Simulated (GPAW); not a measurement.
# CsGeCl3 (R3m): G0W0 with GPAW, start to end, part 2 of 2

How does a plane-wave GW calculation on CsGeCl3 (R3m) run from the first input to the gap?

GPAW 26.7.0; LDA and many-body steps on it, plane waves. Known limits of the many-body steps: not at the basis limit; no spin-orbit coupling.

So far. Step 3 (Bands along the symmetry lines): The gap is 1.940 eV, −0.008 eV from the run before at this level. Step 4 (Empty states on the mesh, 4×4×4 mesh, 203 bands): On this mesh the gap is 1.948 eV.

**5. Screening and self-energy, 4×4×4 mesh, 193 bands, screening to 65 eV**

Now the one-shot GW correction: screening in the RPA, then the self-energy of the levels asked for.

This step: G0W0 on LDA, plane waves, PAW.

The input, run.py:

```python
import json
import numpy as np
from gpaw.mpi import world
from gpaw.response.g0w0 import G0W0

gw = G0W0('full.gpw',
    filename='gw',
    kpts=[0, 12],
    bands=(15, 19),
    ecut=65,
    nbands=193,
    integrate_gamma='WS',
    ppa=True)
gw.calculate()
res = {mode: {k: v for k, v in r.items() if k != 'sigma_eskwn'}
       for mode, r in gw.all_results.items()}

if world.rank == 0:
    with open('result.json', 'w') as f:
        json.dump(res, f, default=lambda x: x.tolist())
```

On the command line:

```sh
$ mpirun -n 4 gpaw python run.py
```

Numbers of over 12 decimals in the logs are rounded to 6 here.

The program printed:

```text
Using integrator: PointIntegrator
FrequencyGridDescriptor(from 0.000+0.000j to 0.000+27.211j eV, 2 points)
Nonperiodic BCs:  [False False False]
Using integrator: PointIntegrator
FrequencyGridDescriptor(from 0.000+0.000j to 0.000+27.211j eV, 2 points)
Nonperiodic BCs:  [False False False]
  ___  _ _ _
 |   || | | |
 | | || | | |
 |__ ||_____|
 |___|

BZ k-points: Symmetries present (total): 6

  [... matrices ...]
64 k-points: 4 x 4 x 4 Monkhorst-Pack grid + [1/8,1/8,1/8]
13 k-points in the irreducible part of the Brillouin zone
       k-points in crystal coordinates                weights
   0:     0.00000000    0.00000000    0.00000000          1/64
   1:     0.25000000    0.00000000   -0.25000000          6/64
   2:     0.25000000    0.00000000    0.00000000          6/64
   3:     0.25000000    0.25000000   -0.25000000          6/64
   4:     0.25000000    0.25000000    0.00000000          6/64
   5:     0.25000000    0.25000000    0.25000000          2/64
   6:     0.50000000    0.00000000    0.00000000          3/64
   7:     0.50000000    0.25000000   -0.25000000          6/64
   8:     0.50000000    0.25000000    0.00000000         12/64
   9:     0.50000000    0.25000000    0.25000000          6/64
          ...
  12:     0.50000000    0.50000000    0.50000000          1/64

Distributing spins, k-points and bands (1 x 2 x 4) over 4 processes
Number of blocks: 1

Quasi particle states:
k-points (IBZ indices): [0, 12]
Band range: (15, 19)
  [... matrices ...]
Computational parameters:
Plane wave cut-off: 65 eV
Number of bands: 193
Coulomb cutoff: None
Broadening: 0.1 eV

fxc modes: GW
Kernel: RPA
Using Godby-Needs plasmon-pole approximation:
  Fitting energy: i*E0, E0 = 1.000 Hartree
Summing all q:

Calculating screened Coulomb potential
No Coulomb truncation
FrequencyGridDescriptor(from 0.000+0.000j to 0.000+27.211j eV, 2 points)
Removing empty qpoint cache files...

Calculating chi0 body with:
    Ground state adapter containing:
    Number of spins: 1
    Number of kpoints: 64
    Number of irreducible kpoints: 13
    Number of completely occupied states: 17
    Number of partially occupied states: 17
    Occupied states memory: 5.105759 M / cpu

    Linear response parametrization:
    q_c: [0.0, 0.0, 0.0]
    Number of frequency points: 2
    Planewave cutoff: 65.0
    Number of bands: 193
    Number of planewaves: 179
    Broadening (eta): 1e-06
    comm.size: 4
    kncomm.size: 4
    blockcomm.size: 1

    Memory estimate of potentially large arrays:
        chi0_wGG: 0.977814 M / cpu
Integrating chi0 body.

Symmetries of q_c:
    Direct symmetries (Uq -> q): 6
    Indirect symmetries (TUq -> q): 6
In total 12 allowed symmetries.

  [... matrices ...]
13 groups of equivalent kpoints. 79.6875% reduction.

Integral kind: response function
Integrating chi0 head and wings.

Symmetries of q_c:
    Direct symmetries (Uq -> q): 6
    Indirect symmetries (TUq -> q): 6
In total 12 allowed symmetries.

  [... matrices ...]
13 groups of equivalent kpoints. 79.6875% reduction.

Integral kind: response function wings

Calculating chi0 body with:
    Ground state adapter containing:
    Number of spins: 1
    Number of kpoints: 64
    Number of irreducible kpoints: 13
    Number of completely occupied states: 17
    Number of partially occupied states: 17
    Occupied states memory: 5.105759 M / cpu

[... the further q-points ...]

Results:
f:      Occupation numbers
eps:     KS-eigenvalues [eV]
vxc:     KS vxc [eV]
exx:     Exact exchange [eV]
sigma:   Self-energies [eV]
dsigma:  Self-energy derivatives
Z:       Renormalization factors
qp:      QP-energies [eV]

k-point 0 (0): (0.000, 0.000, 0.000)                GW
band       f     eps     vxc     exx   sigma  dsigma       Z      qp
                                                                   GW
  15   1.000   0.082 -16.620 -20.746   2.946  -0.274   0.785  -0.843
  16   1.000   0.276 -16.384 -20.130   2.707  -0.274   0.785  -0.540
  17   0.000   5.796  -8.582  -4.215  -3.225  -0.174   0.852   6.768
  18   0.000   6.668  -7.933  -3.595  -3.139  -0.170   0.855   7.692

k-point 1 (12): (0.500, 0.500, 0.500)                GW
band       f     eps     vxc     exx   sigma  dsigma       Z      qp
                                                                   GW
  15   1.000   0.420 -16.842 -21.028   2.995  -0.275   0.784  -0.514
  16   1.000   2.598 -16.909 -18.291   1.147  -0.248   0.801   2.410
  17   0.000   4.546 -13.256  -8.789  -2.943  -0.220   0.820   5.795
  18   0.000   4.547 -12.302  -7.923  -2.994  -0.221   0.819   5.681
```

Run time: 3.2 min. Hardware: 4 MPI ranks of Arm Neoverse V1, shared host; peak memory 1.7 GiB; 13 min of CPU time.

This step gave:

```
G0W0 gap on the points computed              : 3.272 eV
least direct G0W0 gap on the computed points : 3.272 eV
Z at the valence top                         : 0.8013
Z at the conduction bottom                   : 0.8189
starting gap on the mesh                     : 1.948 eV
k of the valence top                         : 0.5, 0.5, 0.5
k of the conduction bottom                   : 0.5, 0.5, 0.5
```

The gap on the mesh goes from 1.95 eV to 3.27 eV, a correction of +1.32 eV.

Limits: finite bands, cutoff and mesh; no spin-orbit coupling. v1 is the top filled band, c1 the lowest empty one. The levels before and after the correction (eV, zero at the valence-band top of each column):

|  | conduction bottom | valence top |
| --- | --- | --- |
| Kohn-Sham | 1.95 | 0.00 |
| G0W0 | 3.27 | 0.00 |

|  | level | energy (eV) |
| --- | --- | --- |
| Kohn-Sham | (0.5 0.5 0.5) v2 | -2.178 |
| Kohn-Sham | (0.5 0.5 0.5) v1 | 0.000 |
| Kohn-Sham | (0.5 0.5 0.5) c1 | 1.948 |
| Kohn-Sham | (0.5 0.5 0.5) c2 | 1.949 |
| G0W0 | (0.5 0.5 0.5) v2 | -2.924 |
| G0W0 | (0.5 0.5 0.5) v1 | 0.000 |
| G0W0 | (0.5 0.5 0.5) c1 | 3.386 |
| G0W0 | (0.5 0.5 0.5) c2 | 3.272 |

**6. Where the time went**

Times are wall times on 4 MPI ranks of Arm Neoverse V1, shared host, good to a factor of about two.

| step | time | share | memory (GiB) |
| --- | --- | --- | --- |
| ground state | 12 s | 3 % | 0.71 |
| bands along the symmetry lines | 31 s | 8 % | 0.88 |
| empty states on the mesh | 2.1 min | 35 % | 1.1 |
| screening and self-energy | 3.2 min | 53 % | 1.7 |

**7. What came out**

| Item | Value |
| --- | --- |
| LDA gap | 1.94 eV, indirect (only 2 meV under the direct gap) |
| G0W0 gap on the mesh | 3.27 eV |
| GW settings | 4×4×4 mesh, 193 bands, screening to 65 eV, Godby-Needs plasmon pole |
| known limits | not at the basis limit; no spin-orbit coupling |

G0W0 moves the gap on the mesh from 1.95 eV to 3.27 eV (+1.32 eV), with Z of 0.80 and 0.82 at the edges. Only 2 of the mesh's irreducible points were corrected, so a valley elsewhere could overtake. Bands and cutoff are finite, so the gap is not at the basis limit. The miss can reach some tenths of an eV and take either sign; the mesh is an error of its own. These stock PAW sets were not made for GW; the filled d or f shell of Ge lies in the frozen core, which bears on start and correction. In the G0W0 run levels were corrected at 2 k points alone, so a gap called «on the mesh» is the least over those, and an edge elsewhere would be missed. The many-body steps are scalar-relativistic: spin-orbit coupling is not in them.

[Paths, hosts, dates, memory and timing lines, banners, echoed tables and standing remarks are left out of the program output.]

[Logs are printed without paths, hosts, clocks, repeated set-up lines and the standing remarks that a program may print on its own settings, such as how far it seeks lower states.]

[Runs of the session that timed out or met a known fault of the program may be left out.]

[Hosts, paths, dates, database ids (printed as entryN), source tags and the programs' standing remarks are cut or masked in the printed files.]
